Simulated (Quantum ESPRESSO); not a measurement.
# Grüneisen parameters and expansion of ZnS (F-43m), part 4 of 9

Which modes of ZnS drive its thermal expansion?

Experimental results on record:
- bulk modulus 71.4 GPa near room temperature (given in “High-Throughput Prediction of Finite-Temperature Properties using the Quasi-Harmonic Approximation”, 2016, arXiv:1603.06924)

Quantum ESPRESSO 7.5; DFT PBE, scalar-relativistic, plane waves, GBRV ultrasoft pseudopotentials.

So far. Step 3 (Relaxation): After the last step pw.x solved the final cell once more on a basis chosen for it, which moves the energy without moving the atoms. Step 4 (Self-consistent run): On a basis chosen for the relaxed cell the pressure is -0.033 GPa, small enough for phonons.

The database entry behind the starting cell differs from later determinations by our own check (about 0.1 % short), so it need not match the best structure at ambient conditions.

## Step 5: Born charges and dielectric tensor

In a polar crystal the Born charges and ε∞ give the long-range dipole term that a finite supercell misses. They are those of this k-mesh and were not tested on a denser one; where the gap is small they converge slowly, and the LO modes with them.

ph.in

```
phonons
&INPUTPH
  prefix = 'x'
  outdir = './tmp'
  fildyn = 'x.dyn'
  tr2_ph = 1.0d-18
  epsil  = .true.
/
0.000000000 0.000000000 0.000000000
```

scf.in

```
&CONTROL
  calculation = 'scf'
  prefix      = 'x'
  outdir      = './tmp'
  pseudo_dir  = './pseudo'
  tprnfor     = .true.
  tstress     = .true.
/
&SYSTEM
  ibrav       = 0
  nat         = 2
  ntyp        = 2
  ecutwfc     = 45.0
  ecutrho     = 270.0
  occupations = 'fixed'
  nbnd        = 15
/
&ELECTRONS
  conv_thr         = 1.0d-12
  mixing_beta      = 0.7
  electron_maxstep = 100
/
ATOMIC_SPECIES
 Zn     65.3800  Zn.upf
 S      32.0600  S.upf
CELL_PARAMETERS angstrom
     0.000000000    2.719587246    2.719587246
     2.719587246    0.000000000    2.719587246
     2.719587246    2.719587246    0.000000000
ATOMIC_POSITIONS crystal
 Zn     0.250000000   0.250000000   0.250000000
 S      0.000000000   0.000000000   0.000000000
K_POINTS automatic
 12 12 12 0 0 0
```

Command:

```bash
OMP_NUM_THREADS=1 mpirun -n 8 ph.x -nk 8 -in ph.in > ph.out
```

Output:

```text
[banner, memory and clock lines left out]
Program PHONON v.7.5

     ./tmp/x.save/

     IMPORTANT: XC functional enforced from input :
     Exchange-correlation= PBE
                           (   1   4   3   4   0   0   0)
     Any further DFT definition will be discarded
     Please, verify this is what you really want

     G-vector sticks info

     Reading collected, re-writing distributed wavefunctions in ./tmp/

     Number and degeneracy of irreps per q-point
       N         xq(1)         xq(2)         xq(3)   N irreps
       1   0.000000000   0.000000000   0.000000000       2
        3   3

     Calculation of q =    0.0000000   0.0000000   0.0000000

     phonons

     bravais-lattice index     =            0
     lattice parameter (alat)  =       7.2680  a.u.
     unit-cell volume          =     271.4786 (a.u.)^3
     number of atoms/cell      =            2
     number of atomic types    =            2
     kinetic-energy cut-off    =      45.0000  Ry
     charge density cut-off    =     270.0000  Ry
     convergence threshold     =      1.0E-18
     beta                      =       0.7000
     number of iterations used =            4
     Exchange-correlation= PBE
                           (   1   4   3   4   0   0   0)

     celldm(1)=    7.26803  celldm(2)=    0.00000  celldm(3)=    0.00000
     celldm(4)=    0.00000  celldm(5)=    0.00000  celldm(6)=    0.00000

     crystal axes: (cart. coord. in units of alat)
               a(1) = (  0.0000  0.7071  0.7071 )
               a(2) = (  0.7071  0.0000  0.7071 )
               a(3) = (  0.7071  0.7071  0.0000 )

     reciprocal axes: (cart. coord. in units 2 pi/alat)
               b(1) = ( -0.7071  0.7071  0.7071 )
               b(2) = (  0.7071 -0.7071  0.7071 )
               b(3) = (  0.7071  0.7071 -0.7071 )

     Atoms inside the unit cell:

     Cartesian axes

     site n.  atom      mass           positions (alat units)
        1  Zn     65.3800   tau(    1) = (    0.35355    0.35355    0.35355  )
        2  S      32.0600   tau(    2) = (    0.00000    0.00000    0.00000  )

     Computing dynamical matrix for
                    q = (   0.0000000   0.0000000   0.0000000 )

     25 Sym.Ops. (with q -> -q+G )

     G cutoff =  361.2749  (  20179 G-vectors)     FFT grid: ( 40, 40, 40)
     G cutoff =  240.8499  (  11017 G-vectors)  smooth grid: ( 32, 32, 32)
     number of k points=    72
                       cart. coord. in units 2pi/alat
        k(    1) = (   0.0000000   0.0000000   0.0000000), wk =   0.0011574
        k(    2) = (   0.0589256   0.0589256  -0.0589256), wk =   0.0092593
        k(    3) = (   0.1178511   0.1178511  -0.1178511), wk =   0.0092593
        k(    4) = (   0.1767767   0.1767767  -0.1767767), wk =   0.0092593
        k(    5) = (   0.2357023   0.2357023  -0.2357023), wk =   0.0092593
        k(    6) = (   0.2946278   0.2946278  -0.2946278), wk =   0.0092593
        k(    7) = (  -0.3535534  -0.3535534   0.3535534), wk =   0.0046296
        k(    8) = (   0.1178511   0.0000000  -0.0000000), wk =   0.0069444
        k(    9) = (   0.1767767   0.0589256  -0.0589256), wk =   0.0277778
        k(   10) = (   0.2357023   0.1178511  -0.1178511), wk =   0.0277778
        k(   11) = (   0.2946278   0.1767767  -0.1767767), wk =   0.0277778
        k(   12) = (   0.3535534   0.2357023  -0.2357023), wk =   0.0277778
        k(   13) = (  -0.2946278  -0.4124790   0.4124790), wk =   0.0277778
        k(   14) = (  -0.2357023  -0.3535534   0.3535534), wk =   0.0277778
        k(   15) = (  -0.1767767  -0.2946278   0.2946278), wk =   0.0277778
        k(   16) = (  -0.1178511  -0.2357023   0.2357023), wk =   0.0277778
[...]
k(   65) = (  -0.2357023  -0.4714045   0.7071068), wk =   0.0277778
        k(   66) = (  -0.1767767  -0.4124790   0.6481812), wk =   0.0555556
        k(   67) = (  -0.1178511  -0.3535534   0.5892557), wk =   0.0277778
        k(   68) = (  -0.1178511  -0.4714045   0.7071068), wk =   0.0277778
        k(   69) = (  -0.0589256  -0.4124790   0.6481812), wk =   0.0555556
        k(   70) = (   0.0000000  -0.3535534   0.5892557), wk =   0.0277778
        k(   71) = (  -0.7071068   0.2357023   0.0000000), wk =   0.0138889
        k(   72) = (  -0.7071068   0.3535534   0.0000000), wk =   0.0069444

     PseudoPot. # 1 for Zn read from file:
     ./pseudo/Zn.upf
     Pseudo is Ultrasoft, Zval = 20.0
     Using radial grid of  943 points,  6 beta functions with:
                l(1) =   0
                l(2) =   0
                l(3) =   1
                l(4) =   1
                l(5) =   2
                l(6) =   2
     Q(r) pseudized with  8 coefficients,  rinner =    1.100   1.100   1.100
                                                       1.100   1.100

     PseudoPot. # 2 for S  read from file:
     ./pseudo/S.upf
     Pseudo is Ultrasoft + core correction, Zval =  6.0
     Using radial grid of  907 points,  6 beta functions with:
                l(1) =   0
                l(2) =   0
                l(3) =   1
                l(4) =   1
                l(5) =   2
                l(6) =   2
     Q(r) pseudized with  8 coefficients,  rinner =    1.300   1.300   1.300
                                                       1.300   1.300

     Mode symmetry, T_d (-43m)  point group:

     Electric field:
     Dielectric constant
     Born effective charges as d Force / d E

     Atomic displacements:
     There are    2 irreducible representations

     Representation     1      3 modes -  To be done

     Representation     2      3 modes -  To be done

     Alpha used in Ewald sum =   2.6000

     Electric Fields Calculation

      thresh= 1.000E-02 alpha_mix =  0.700 |ddv_scf|^2 =  1.709E-07

      thresh= 4.133E-05 alpha_mix =  0.700 |ddv_scf|^2 =  2.023E-08

      thresh= 1.422E-05 alpha_mix =  0.700 |ddv_scf|^2 =  7.371E-10

      thresh= 2.715E-06 alpha_mix =  0.700 |ddv_scf|^2 =  7.127E-12

      thresh= 2.670E-07 alpha_mix =  0.700 |ddv_scf|^2 =  1.934E-13

      thresh= 4.398E-08 alpha_mix =  0.700 |ddv_scf|^2 =  1.989E-15

      thresh= 4.460E-09 alpha_mix =  0.700 |ddv_scf|^2 =  1.430E-16

      thresh= 1.196E-09 alpha_mix =  0.700 |ddv_scf|^2 =  7.487E-19

     End of electric fields calculation

          Dielectric constant in cartesian axis

          (       5.948793579       0.000000000       0.000000000 )
          (       0.000000000       5.948793579       0.000000000 )
          (       0.000000000       0.000000000       5.948793579 )

          Effective charges (d Force / dE) in cartesian axis without acoustic sum rule applied (asr)

           atom    1  Zn    Mean Z*:        2.02059
      Ex  (        2.02059       -0.00000       -0.00000 )
      Ey  (        0.00000        2.02059        0.00000 )
      Ez  (       -0.00000        0.00000        2.02059 )
           atom    2  S     Mean Z*:       -2.02441
      Ex  (       -2.02441       -0.00000       -0.00000 )
      Ey  (       -0.00000       -2.02441       -0.00000 )
      Ez  (       -0.00000       -0.00000       -2.02441 )

          Effective charges Sum: Mean:       -0.00383
             -0.00383       -0.00000       -0.00000
             -0.00000       -0.00383       -0.00000
             -0.00000       -0.00000       -0.00383

          Effective charges (d Force / dE) in cartesian axis with asr applied:
           atom    1  Zn    Mean Z*:        2.02250
      E*x (        2.02250       -0.00000        0.00000 )
      E*y (        0.00000        2.02250        0.00000 )
      E*z (       -0.00000        0.00000        2.02250 )
           atom    2  S     Mean Z*:       -2.02250
      E*x (       -2.02250        0.00000       -0.00000 )
      E*y (       -0.00000       -2.02250       -0.00000 )
      E*z (        0.00000       -0.00000       -2.02250 )

     Representation #   1 modes #   1   2   3

     Self-consistent Calculation

      thresh= 1.000E-02 alpha_mix =  0.700 |ddv_scf|^2 =  1.571E-07

      thresh= 3.964E-05 alpha_mix =  0.700 |ddv_scf|^2 =  1.528E-08

      thresh= 1.236E-05 alpha_mix =  0.700 |ddv_scf|^2 =  2.817E-10

      thresh= 1.678E-06 alpha_mix =  0.700 |ddv_scf|^2 =  5.110E-13

      thresh= 7.148E-08 alpha_mix =  0.700 |ddv_scf|^2 =  1.618E-14

      thresh= 1.272E-08 alpha_mix =  0.700 |ddv_scf|^2 =  2.930E-16

      thresh= 1.712E-09 alpha_mix =  0.700 |ddv_scf|^2 =  7.983E-18

      thresh= 2.825E-10 alpha_mix =  0.700 |ddv_scf|^2 =  1.404E-19

     End of self-consistent calculation

     Convergence has been achieved

     Representation #   2 modes #   4   5   6

     Self-consistent Calculation

      thresh= 1.000E-02 alpha_mix =  0.700 |ddv_scf|^2 =  1.010E-05

      thresh= 3.178E-04 alpha_mix =  0.700 |ddv_scf|^2 =  9.778E-08

      thresh= 3.127E-05 alpha_mix =  0.700 |ddv_scf|^2 =  6.327E-09

      thresh= 7.954E-06 alpha_mix =  0.700 |ddv_scf|^2 =  2.534E-10

      thresh= 1.592E-06 alpha_mix =  0.700 |ddv_scf|^2 =  9.238E-12

      thresh= 3.039E-07 alpha_mix =  0.700 |ddv_scf|^2 =  4.261E-14

      thresh= 2.064E-08 alpha_mix =  0.700 |ddv_scf|^2 =  4.179E-15

      thresh= 6.464E-09 alpha_mix =  0.700 |ddv_scf|^2 =  1.931E-17

      thresh= 4.394E-10 alpha_mix =  0.700 |ddv_scf|^2 =  2.609E-19

     End of self-consistent calculation

     Convergence has been achieved

     Number of q in the star =    1
     List of q in the star:
          1   0.000000000   0.000000000   0.000000000

          Dielectric constant in cartesian axis

          (       5.948793579       0.000000000       0.000000000 )
          (       0.000000000       5.948793579       0.000000000 )
          (       0.000000000       0.000000000       5.948793579 )

          Effective charges (d Force / dE) in cartesian axis without acoustic sum rule applied (asr)

           atom    1  Zn    Mean Z*:        2.02059
      Ex  (        2.02059       -0.00000       -0.00000 )
      Ey  (        0.00000        2.02059        0.00000 )
      Ez  (       -0.00000        0.00000        2.02059 )
           atom    2  S     Mean Z*:       -2.02441
      Ex  (       -2.02441       -0.00000       -0.00000 )
      Ey  (       -0.00000       -2.02441       -0.00000 )
      Ez  (       -0.00000       -0.00000       -2.02441 )

          Effective charges Sum: Mean:       -0.00383
             -0.00383       -0.00000       -0.00000
             -0.00000       -0.00383       -0.00000
             -0.00000       -0.00000       -0.00383

          Effective charges (d Force / dE) in cartesian axis with asr applied:
           atom    1  Zn    Mean Z*:        2.02250
      E*x (        2.02250       -0.00000        0.00000 )
      E*y (        0.00000        2.02250        0.00000 )
      E*z (       -0.00000        0.00000        2.02250 )
           atom    2  S     Mean Z*:       -2.02250
      E*x (       -2.02250        0.00000       -0.00000 )
      E*y (       -0.00000       -2.02250       -0.00000 )
      E*z (        0.00000       -0.00000       -2.02250 )

     Diagonalizing the dynamical matrix

     q = (    0.000000000   0.000000000   0.000000000 )

 **************************************************************************
     freq (    1) =      -0.113444 [THz] =      -3.784072 [cm-1]
     freq (    2) =      -0.113444 [THz] =      -3.784072 [cm-1]
     freq (    3) =      -0.113444 [THz] =      -3.784072 [cm-1]
     freq (    4) =       7.842046 [THz] =     261.582512 [cm-1]
     freq (    5) =       7.842046 [THz] =     261.582512 [cm-1]
     freq (    6) =       7.842046 [THz] =     261.582512 [cm-1]
 **************************************************************************

     Mode symmetry, T_d (-43m)  point group:

     freq (   1-   3) =         -3.8  [cm-1]   --> T_2  G_15 P_4   I+R
     freq (   4-   6) =        261.6  [cm-1]   --> T_2  G_15 P_4   I+R
```

Wall time 1.9 min (8 MPI ranks of Arm Neoverse V1, shared host).

This step gave:

| Item | Value |
| --- | --- |
| Γ frequencies | -3.78, -3.78, -3.78, 261.6, 261.6, 261.6 cm⁻¹ (negative: imaginary) |
| Γ symmetry | T_2 G_15 P_4 I+R, T_2 G_15 P_4 I+R, T_2 G_15 P_4 I+R, T_2 G_15 P_4 I+R, T_2 G_15 P_4 I+R, T_2 G_15 P_4 I+R |

ε∞:

```
5.95 0.00 0.00
0.00 5.95 0.00
0.00 0.00 5.95
```

Born charge (rows field, columns displacement), before the sum rule (e), principal values of the symmetric part by kind of site:

```
atom  atoms with these values    low  middle   high   mean
 Zn1                        1   2.02    2.02   2.02   2.02
  S2                        1  -2.02   -2.02  -2.02  -2.02
```

In full for Zn1:

```
2.02 0.00 0.00
0.00 2.02 0.00
0.00 0.00 2.02
```

The Born charges sum to zero within 0.0038 e; the rest is removed before use. Acoustic frequencies in this log differ from zero by the error of the sum rule, which ph.x does not impose.

[end of part 4 of 9]

[Logs are printed without paths, hosts, clocks, repeated set-up lines and the standing remarks that a program may print on its own settings, such as how far it seeks lower states.]

[Hosts, paths, dates, database ids (printed as entryN), source tags and the programs' standing remarks are cut or masked in the printed files.]

[A step with changed settings may run another functional than the one named; its input shows which.]

[Of the runs on displaced cells, only some may be shown.]
